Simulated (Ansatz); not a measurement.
# Y (model cell, started as body-centred cubic): from the cell to its phonons, part 2 of 2

Wanted: phonon frequencies of Y (model cell, started as body-centred cubic) and what follows from them.

Ansatz 0.2.0; DFT PBE, scalar-relativistic, plane waves, PAW; PAW set soft_1.

So far. Step 3 (Tight relaxation): The forces vanish by symmetry and the pressure is 0.002 GPa, within the tolerances set. The cell now holds 32.97 Å³/atom. The relaxed cell has a = 4.040 Å (conventional setting).

This is not the structure that Y takes at ambient pressure and room temperature (hexagonal, No. 194); it is a model or a phase of other conditions.

**4. Response at finite wavevector**

Stability and thermal properties need the whole zone. Linear response on a 4×4×4 q mesh gives force constants as far as a supercell of that size would.

input.yaml reads:

```yaml
crystal:
  lattice:
    - [-2.0199948569, 2.0199948569, 2.0199948569]
    - [2.0199948569, -2.0199948569, 2.0199948569]
    - [2.0199948569, 2.0199948569, -2.0199948569]
  atoms:
    - { symbol: "Y", position: [0.0, 0.0, 0.0] }
kpoints:
  mp_grid: { grid: [16, 16, 16] }
hamiltonian:
  xc: pbe
  pseudopotentials: { kind: paw, azcp: { folder: soft_1 } }
scf:
  occupations: { method: methfessel_paxton, width: 0.2 }
output:
  eigenvalues: true
phonons:
  method: dfpt
  qmesh: [4, 4, 4]
  temperatures: { t_max: 1000, t_step: 50 }
  qpath:
    path:
      - [[0.0, 0.0, 0.0], [0.5, -0.5, 0.5], [0.0, 0.0, 0.5], [0.0, 0.0, 0.0], [0.25, 0.25, 0.25], [0.5, -0.5, 0.5]]
      - [[0.25, 0.25, 0.25], [0.0, 0.0, 0.5]]
    npoints: 10
```

Run with:

```
$ ansatz run input.yaml --threads 8 --pin off --max-ram 16384MiB --backend cpu --events-out ev --progress --plain --runs-dir out
```

Numbers of over 12 decimals in the logs are rounded to 6 here.

The log of the run:

```text
[...]
Crystal: 1 atoms, lattice volume = 32.969 Å³
Basis set: ecut = 420 eV, 627 PW (Γ), exchange–correlation on 48×48×48 points (8 copies of the dense FFT grid, shifted against one another)
Bands: 10, of which v1, the nominal top of the filled ones, is band 6 counted from 1 (5 counted from 0)
Symmetry: 48 space group operations
k-points: 145 of 4096
[...]
SCF iter   1: F=—  HF=-3848.596222 eV  |F-HF|=—  |Δ(HF+E_count)|=         —  Δρ=1.54e-2  dr2=1.18e-1  ethr=3.10e-3  ⟨swp⟩=4.9  Hψ=8110  notcnv=0
[...]
SCF iter   8: F=-3848.567345 eV  HF=-3848.567345 eV  |F-HF|=1.82e-12  |Δ(HF+E_count)|=  2.20e-10  S|Δr|=    0.00e0  Δρ=1.33e-7  dr2=2.48e-12  ethr=1.00e-12  ⟨swp⟩=4.4  Hψ=6446  notcnv=0
SCF 1 converged in 8 iterations: F = -3848.567345 eV  dr2 = 2.48e-12
[...]
NSCF: frozen V_eff on 145 k-points
[...]
DFPT response loops at q = (0, 0, 0) (fractional): preconditioner auto → Kerker (q_TF=auto, 2.272 Å⁻¹) (partly filled bands, converged f_vac=0.000); β = 1.00, the filter's whole step (`scf.mixing.beta` (0.50) is not read by the response loops under this deck's `scf.mixing.preconditioner`; to damp them name `kerker` or `kerker_dos`, under which they read `scf.mixing.beta`, and type it under 1.00, their step now; both keys bind the ground state too); Broyden in place of MSR1
[...]
SCF converged after 8 iterations
[...]
Free energy (F): -3848.567345 eV
[...]
Internal energy: -3848.564847 eV  (E = F + TS)
E sigma→0 (E₀):  -3848.566720 eV
Entropy (-TS):   -0.002498 eV (-2.498 meV/atom)
Fermi energy:    9.476635 eV
[...]
--- Band table (eV; the first three rows and the last of 145) ---
[...]
--- Phonons (Γ-DFPT): 1 representative perturbation + reference (Σ response iterations 3) ---
  ASR residual: 1.681e-5 → 0.000e0 eV/Å²; symmetrization residual: 2.494e-13 eV/Å²
  ASR residual per site (eV/Å²): 1.68e-5
  Γ frequencies (cm⁻¹): 0.00 0.00 0.00
--- Phonons (arbitrary-q DFPT): 8 irreducible q on the 4×4×4 mesh ---
  q = [0.0000, 0.0000, 0.0000] (star 1, of the zone-centre solve; hermiticity 5.44e-9, symmetrization 1.40e-8): 0.00 0.00 0.00
  q = [0.0000, 0.0000, 0.2500] (star 12, 2 solved perturbations in 3336 linear systems a pass and spin channel, the states on 2176 of 4096 k-point pairs; hermiticity 4.42e-7, symmetrization 2.21e-7): -42.92 56.89 88.42
[...]
q = [0.2500, 0.2500, 0.2500] (star 2, 1 solved perturbation on 589 of 4096 k-point pairs; hermiticity 1.79e-8, symmetrization 8.97e-9): 94.89 94.89 94.89
[...]
sum rule: each row above includes the acoustic sum rule's correction from the zone centre's row sums; it moved no ω² by more than (0.23 cm⁻¹)²
  mesh force constants: q→R imaginary residual 0.00e0; ASR residual 1.681e-5 → 0.000e0 eV/Å²; symmetrization residual 1.332e-15 eV/Å²
  interpolated dispersion: 62 rows × 3 modes
  density of states and harmonic sums: on the 24×24×24 q-mesh, interpolated from the force constants of a 4×4×4 supercell (no non-analytic term)
  largest difference from the sums on the solved wave vectors: F 2.15e-3 eV, S 8.49e-6 and C_V 3.89e-6 eV/K
  zero-point energy: 0.012986 eV/cell   skipped modes (ω ≤ 0): 285, of them read as no rigid motion or as one in doubt: 282 (7.481e-1 modes/cell left out, lowest -68.10 cm⁻¹)   left out of the sums: 2.49e-1 of the cell's modes: C_V's classical limit lies that fraction below 3 k_B per atom; for a crystal, a wire or a layer, F and S can be off by more, and a phonons.interpolated_qmesh denser along its periods is the remedy for the sampling
```

The job ended after 64 s (8 threads of Arm Neoverse V1, shared host; peak memory 2.8 GiB).

This step gave:

```
sum-rule residual before enforcement                    : 1.68e-5 eV/Å²
lowest frequency on the path                            : -68.10 cm⁻¹
highest frequency on the path or at a solved wavevector : 137.8 cm⁻¹
lowest mode on the q mesh (acoustic modes at Γ apart)   : -68.1 cm⁻¹
```

Frequencies (cm⁻¹) solved at each irreducible wavevector; negative means imaginary. Frequencies by wavevector, by row:

```
q in reciprocal lattice units  star  mode 1  mode 2  mode 3
                        0 0 0     1       0       0       0
                     0 0 0.25    12   -42.9    56.9    88.4
                     0 0 -0.5     6   -68.1    84.2   120.5
                  0 0.25 0.25    24   -57.1    89.2   119.7
               0.25 0.25 0.25     2    94.9    94.9    94.9
              0.25 0.25 -0.25     6    46.5    76.8    76.8
               0.25 -0.5 -0.5    12    62.2   106.7     133
               -0.5 -0.5 -0.5     1   137.6   137.6   137.6
```

Interpolated from a 4×4×4 q mesh. The phonon branches at the labelled points (cm⁻¹):

```
    point  branch 1  branch 2  branch 3
        Γ         0         0         0
  halfway        46        77        77
        H       138       138       138
  halfway        62       107       133
        N       -68        84       120
  halfway       -43        57        88
        Γ         0         0         0
  halfway        20        20       112
        P        95        95        95
  halfway       -36       122       122
        H       138       138       138
jump to P        95        95        95
  halfway       -41        96       118
        N       -68        84       120
```

The phonon branches as a text plot (rows in cm⁻¹):

```
    134 |          ********                            ****
    125 |         *   **   **               ***      **
    116 |               *    ***                   **   *   *****
    108 |        *     * *      *          *   *  *        *
     99 |                 *               *      *         ***
     91 |       *       *  *     *              *      *      **
     82 |                   ****               *           *    *
     73 |     ***               * *      *       *
     65 |    *           *                    *
     56 |                        * *    *
     48 |   * **                  *          *        *     *
     39 |  **                      **
     31 |  * *                         *    *     *
     22 | *               *         **     *
     13 | *                          *  ***
      5 |                              *                     *
     -4 |*                           **
    -12 |                           *
    -21 |                          *
    -29 |                         *
    -38 |                                            *
    -47 |                        *                 *
    -55 |                                           *         *
    -64 |                  ******                              **
         Γ           H       N        Γ         P        H|P    N
```

Tetrahedra on a 24×24×24 mesh, mean over bins of 2 cm-1. Interpolated from a 4×4×4 q mesh. Table of phonon density of states by wavenumber; read off at these points:

```
wavenumber (cm⁻¹)  phonon density of states (1/cm⁻¹/cell)
            -65.0                                  0.0107
            -60.0                                  0.0227
            -57.0                                  0.0317
            -55.0                                  0.0290
            -50.0                                  0.0194
            -45.0                                  0.0156
            -40.0                                  0.0118
            -35.0                                 0.00922
            -30.0                                 0.00758
            -25.0                                  0.0063
            -20.0                                 0.00516
            -15.0                                 0.00402
            -10.0                                 0.00383
             -5.0                                 0.00308
              0.0                                 0.00298
              5.0                                 0.00272
             10.0                                 0.00253
             15.0                                 0.00268
             20.0                                 0.00300
             25.0                                 0.00407
             30.0                                 0.00466
             35.0                                 0.00557
             40.0                                 0.00653
             45.0                                 0.00808
             50.0                                 0.00911
             55.0                                  0.0105
             60.0                                  0.0117
             65.0                                  0.0134
             70.0                                  0.0150
             75.0                                  0.0175
             80.0                                  0.0207
             85.0                                  0.0284
             90.0                                  0.0273
             95.0                                  0.0284
            100.0                                  0.0247
            105.0                                  0.0237
            110.0                                  0.0255
            115.0                                  0.0337
            120.0                                  0.0764
            121.0                                  0.0780
            125.0                                  0.0221
            130.0                                  0.0145
            135.0                                  0.0101
```

Second derivatives of the energy by pair, one row for each kind of neighbour of each atom listed. Each entry sums the pair over the periodic images of the supercell that the q mesh stands for, and in a polar crystal it holds the long-range dipole part too. Force constants by pair, by row:

```
atom  neighbour  distance (Å)  third of the trace (eV/Å²)  along the pair's line (eV/Å²)
  Y1     itself             0                       2.144                              –
  Y1          Y         3.499                     -0.3391                         -1.273
  Y1          Y          4.04                      0.0222                         0.2184
  Y1          Y         5.713                      0.0833                         0.1503
  Y1          Y           6.7                     -0.0158                        -0.0378
  Y1          Y         6.997                      0.0357                         0.0929
```

Symmetry leaves 8 wavevectors to solve. The lowest mode among them, the acoustic zeros apart, lies at q = (0, 0, -0.5) and is imaginary, 68.1i cm⁻¹, so the energy falls along it.

**5. Outcome**

```
space group after relaxation (within 0.01 Å)            : Im-3m
volume per atom                                         : 33.0 Å³
electronic character                                    : no gap on this mesh
lowest mode on the q mesh (acoustic modes at Γ apart)   : -68.1 cm⁻¹
highest frequency on the path or at a solved wavevector : 138 cm⁻¹
imaginary modes on the 4×4×4 q mesh                     : yes
```

What this shows: Modes are clearly imaginary (beyond 10i cm⁻¹) at 3 of the 8 irreducible wavevectors, most at q = (0, 0, -0.5) (68.1i cm⁻¹), so this structure is not a minimum of the energy. With no gap, or one that is small against the smearing, the frequencies hang on the k mesh and the smearing, most of all near Kohn anomalies. The starting cell was built on a prototype and not taken from a measurement, so the phase need not exist. These are harmonic frequencies at zero temperature: anharmonic shifts, linewidths and thermal expansion are left out.

[Logs are printed without paths, hosts, clocks, repeated set-up lines and the standing remarks that a program may print on its own settings, such as how far it seeks lower states.]

[Hosts, paths, dates, database ids (printed as entryN), source tags and the programs' standing remarks are cut or masked in the printed files.]
